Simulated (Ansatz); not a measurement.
# Work function of Na(100): what the settings cost and change, part 2 of 2

Aim: the work function of Na(100) across levels of theory at one geometry.

Ansatz 0.2.0; plane-wave DFT, PBE, Ansatz PAW (the session's first sound run).

So far, work function, upper face (eV): step 2 (run, setting PBE, Ansatz PAW (420 eV)) 2.67; step 4 (PBEsol) 2.68; step 5 (RPBE) 2.60; step 6 (r2SCAN) 2.66; step 7 (PBE JTH) 2.67.

### Step 8. Run

This step: plane-wave DFT, PBE, norm-conserving (Ansatz 0.2.0).

Contents of input.yaml:

```yaml
crystal:
  lattice:
    - [4.23, 0.0, 0.0]
    - [0.0, 4.23, 0.0]
    - [0.0, 0.0, 30.69]
  atoms:
    - { symbol: Na, position: [0.0, 0.0, 0.293255132] }
    - { symbol: Na, position: [0.5, 0.5, 0.362170088] }
    - { symbol: Na, position: [0.0, 0.0, 0.431085044] }
    - { symbol: Na, position: [0.5, 0.5, 0.5] }
    - { symbol: Na, position: [0.0, 0.0, 0.568914956] }
    - { symbol: Na, position: [0.5, 0.5, 0.637829912] }
    - { symbol: Na, position: [0.0, 0.0, 0.706744868] }
kpoints:
  mp_grid: { grid: [10, 10, 1] }
hamiltonian:
  xc: pbe
  pseudopotentials: { kind: nc }
scf:
  occupations: { method: fermi_dirac, width: 0.1 }
  convergence: { dr2_threshold: 1.0e-09 }
efield:
  axis: 3
  dipole_correction: true
  ramp_position: 0.97
  ramp_width: 0.06
output:
  write_potential: true
  write_density: true
  volumetric_format: npy
```

Command:

```console
ansatz run input.yaml --threads 2 --pin off --max-ram 3072MiB --backend cpu --events-out ev --progress --plain --runs-dir out
```

Numbers of over 12 decimals in the logs are rounded to 6 here.

Output:

```text
[...]
Crystal: 7 atoms, lattice volume = 549.133 Å³
Basis set: ecut = 1197.300995 eV, 51489 PW (Γ)
Bands: 39, of which v1, the nominal top of the filled ones, is band 32 counted from 1 (31 counted from 0)
Symmetry: 8 space group operations
k-points: 21 of 100
[...]
k-point 1: bands = [... 28 lower, -3.5787, -3.1863, -2.5424, -1.6909, -0.7240, 0.2470, 1.1605, 1.9387, ... 3 higher]
  k-point 2: bands = [... 28 lower, -3.3199, -2.9290, -2.2876, -1.4391, -0.4764, 0.4859, 1.3658, 1.6423, ... 3 higher]
  k-point 20: bands = [... 28 lower, 0.3039, 0.3039, 0.6584, 0.6584, 0.7363, 0.7836, 1.0644, 1.2256, ... 3 higher]
[key lines of the parts left out:]
SCF converged after 8 iterations
Free energy (F): -8707.163386 eV
Fermi energy:    -0.549558 eV
Dipole field:    D = -0.000000 V/Å  (p = -0.000001 e·Å, saw-weighted, corrected)
Work function:   Φ+ = 2.6648 eV   Φ− = 2.6648 eV
```

Run time: 73 s. Hardware: 2 threads of Arm Neoverse V2, shared host; peak memory 2.1 GiB.

The work function is 2.665 eV, -0.000 eV from the run “PBE, Ansatz PAW (420 eV)”, at 3.4 times its CPU time.

### Step 9. Slab

This step: plane-wave DFT, LDA, norm-conserving (Ansatz 0.2.0).

input.yaml, as its differences from that of step 8:

```diff
@@ -16,3 +16,3 @@
 hamiltonian:
-  xc: pbe
+  xc: lda
   pseudopotentials: { kind: nc }
```

Output:

```text
[...]
Crystal: 7 atoms, lattice volume = 549.133 Å³
Basis set: ecut = 1197.300995 eV, 51489 PW (Γ)
Bands: 39, of which v1, the nominal top of the filled ones, is band 32 counted from 1 (31 counted from 0)
Symmetry: 8 space group operations
k-points: 21 of 100
[...]
k-point 1: bands = [... 28 lower, -3.7183, -3.3266, -2.6819, -1.8272, -0.8559, 0.1134, 1.0255, 1.8459, ... 3 higher]
  k-point 2: bands = [... 28 lower, -3.4596, -3.0694, -2.4272, -1.5754, -0.6081, 0.3538, 1.2371, 1.5048, ... 3 higher]
  k-point 20: bands = [... 28 lower, 0.1895, 0.1895, 0.5415, 0.5415, 0.5654, 0.6132, 0.8965, 1.0612, ... 3 higher]
[key lines of the parts left out:]
SCF converged after 8 iterations
Free energy (F): -8687.981897 eV
Fermi energy:    -0.686385 eV
Dipole field:    D = -0.000000 V/Å  (p = -0.000001 e·Å, saw-weighted, corrected)
Work function:   Φ+ = 2.7760 eV   Φ− = 2.7760 eV
```

It took 72 s on 2 threads; peak memory 2 GiB; 2.4 min of CPU time.

The work function is 2.776 eV, +0.111 eV from the run “PBE, Ansatz PAW (420 eV)”, at 3.3 times its CPU time.

### Step 10. Slab, setting PBE, all layers relaxed

This step: plane-wave DFT, PBE, Ansatz PAW (Ansatz 0.2.0).

input.yaml, as its differences from that of step 9:

```diff
@@ -16,4 +16,3 @@
 hamiltonian:
-  xc: lda
-  pseudopotentials: { kind: nc }
+  xc: pbe
 scf:
@@ -26,2 +25,5 @@
   ramp_width: 0.06
+relax:
+  f_tol: 0.01
+  max_steps: 40
 output:
```

Output:

```text
[...]
Crystal: 7 atoms, lattice volume = 549.133 Å³
Basis set: ecut = 420 eV, 10587 PW (Γ), exchange–correlation on 60×60×432 points (8 copies of the dense FFT grid, shifted against one another)
Bands: 39, of which v1, the nominal top of the filled ones, is band 32 counted from 1 (31 counted from 0)
Symmetry: 8 space group operations
k-points: 21 of 100
[...]
- { symbol: Na, position: [0.500000, 0.500000, 0.365679] }
    - { symbol: Na, position: [2.1995401060614553e-18, 0, 0.432645] }
    - { symbol: Na, position: [0.500000, 0.500000, 0.500000] }
    - { symbol: Na, position: [-2.1995353631047236e-18, 0, 0.567355] }
    - { symbol: Na, position: [0.500000, 0.500000, 0.634321] }
    - { symbol: Na, position: [-6.1452429644135486e-18, 0, 0.702385] }
[key lines of the parts left out:]
SCF converged after 8 iterations
Free energy (F): -10404.469882 eV
Fermi energy:    -0.518925 eV
Dipole field:    D = -0.000000 V/Å  (p = -0.000000 e·Å, saw-weighted, corrected)
Work function:   Φ+ = 2.6585 eV   Φ− = 2.6585 eV
```

The job ended after 42 s (2 threads; peak memory 0.77 GiB).

The relaxation took 3 steps and lowered the energy by 0.0023 eV; the largest force on the free atoms ends at 0.0020 eV/Å.

The work function is 2.659 eV, -0.007 eV from the run “PBE, Ansatz PAW (420 eV)”, at 2.0 times its CPU time.

### Step 11. Comparing the runs

Times are for 2 threads of Arm Neoverse V2, shared host. Results by setting:

| no. | setting | work function, upper face (eV) | time | memory (GiB) |
| --- | --- | --- | --- | --- |
| 1 | PBE, Ansatz PAW (420 eV) | 2.665 | 22 s | 0.84 |
| 2 | LDA, Ansatz PAW (420 eV) | 2.777 | 21 s | 0.82 |
| 3 | PBEsol, Ansatz PAW (420 eV) | 2.679 | 21 s | 0.84 |
| 4 | RPBE, Ansatz PAW (420 eV) | 2.599 | 23 s | 0.84 |
| 5 | r2SCAN, Ansatz PAW (500 eV) | 2.665 | 52 s | 1.6 |
| 6 | PBE, JTH PAW (1440 eV) | 2.666 | 1.9 min | 2.4 |
| 7 | PBE, norm-conserving (1197 eV) | 2.665 | 73 s | 2.1 |
| 8 | LDA, norm-conserving (1197 eV) | 2.776 | 72 s | 2.0 |
| 9 | PBE, all layers relaxed | 2.659 | 42 s | 0.77 |

### Step 12. Outcome

| Item | Value |
| --- | --- |
| work function, PBE, Ansatz PAW (420 eV) | 2.665 eV |
| work function, LDA, Ansatz PAW (420 eV) | 2.777 eV |
| work function, RPBE, Ansatz PAW (420 eV) | 2.599 eV |
| work function, r2SCAN, Ansatz PAW (500 eV) | 2.665 eV |
| work function, PBE, all layers relaxed | 2.659 eV |

In words: PBE on the default files gives 2.67 eV, and the settings tried spread the value from 2.60 to 2.78 eV. At one geometry LDA lies 0.11 eV above PBE. The choice of pseudopotentials moves the PBE value by 0.001 eV. Relaxing the layers changes it by -0.007 eV. The ladder's slabs use the tabulated experimental lattice constant (two decimals; a low-temperature value for the alkali metals).

[Logs are printed without paths, hosts, clocks, repeated set-up lines and the standing remarks that a program may print on its own settings, such as how far it seeks lower states.]

[Hosts, paths, dates, database ids (printed as entryN), source tags and the programs' standing remarks are cut or masked in the printed files.]

[Maps of the electrostatic potential energy from Ansatz leave out the sawtooth potential of an applied field or a dipole correction, so their vacuum need not be flat; planar profiles and work functions include it.]
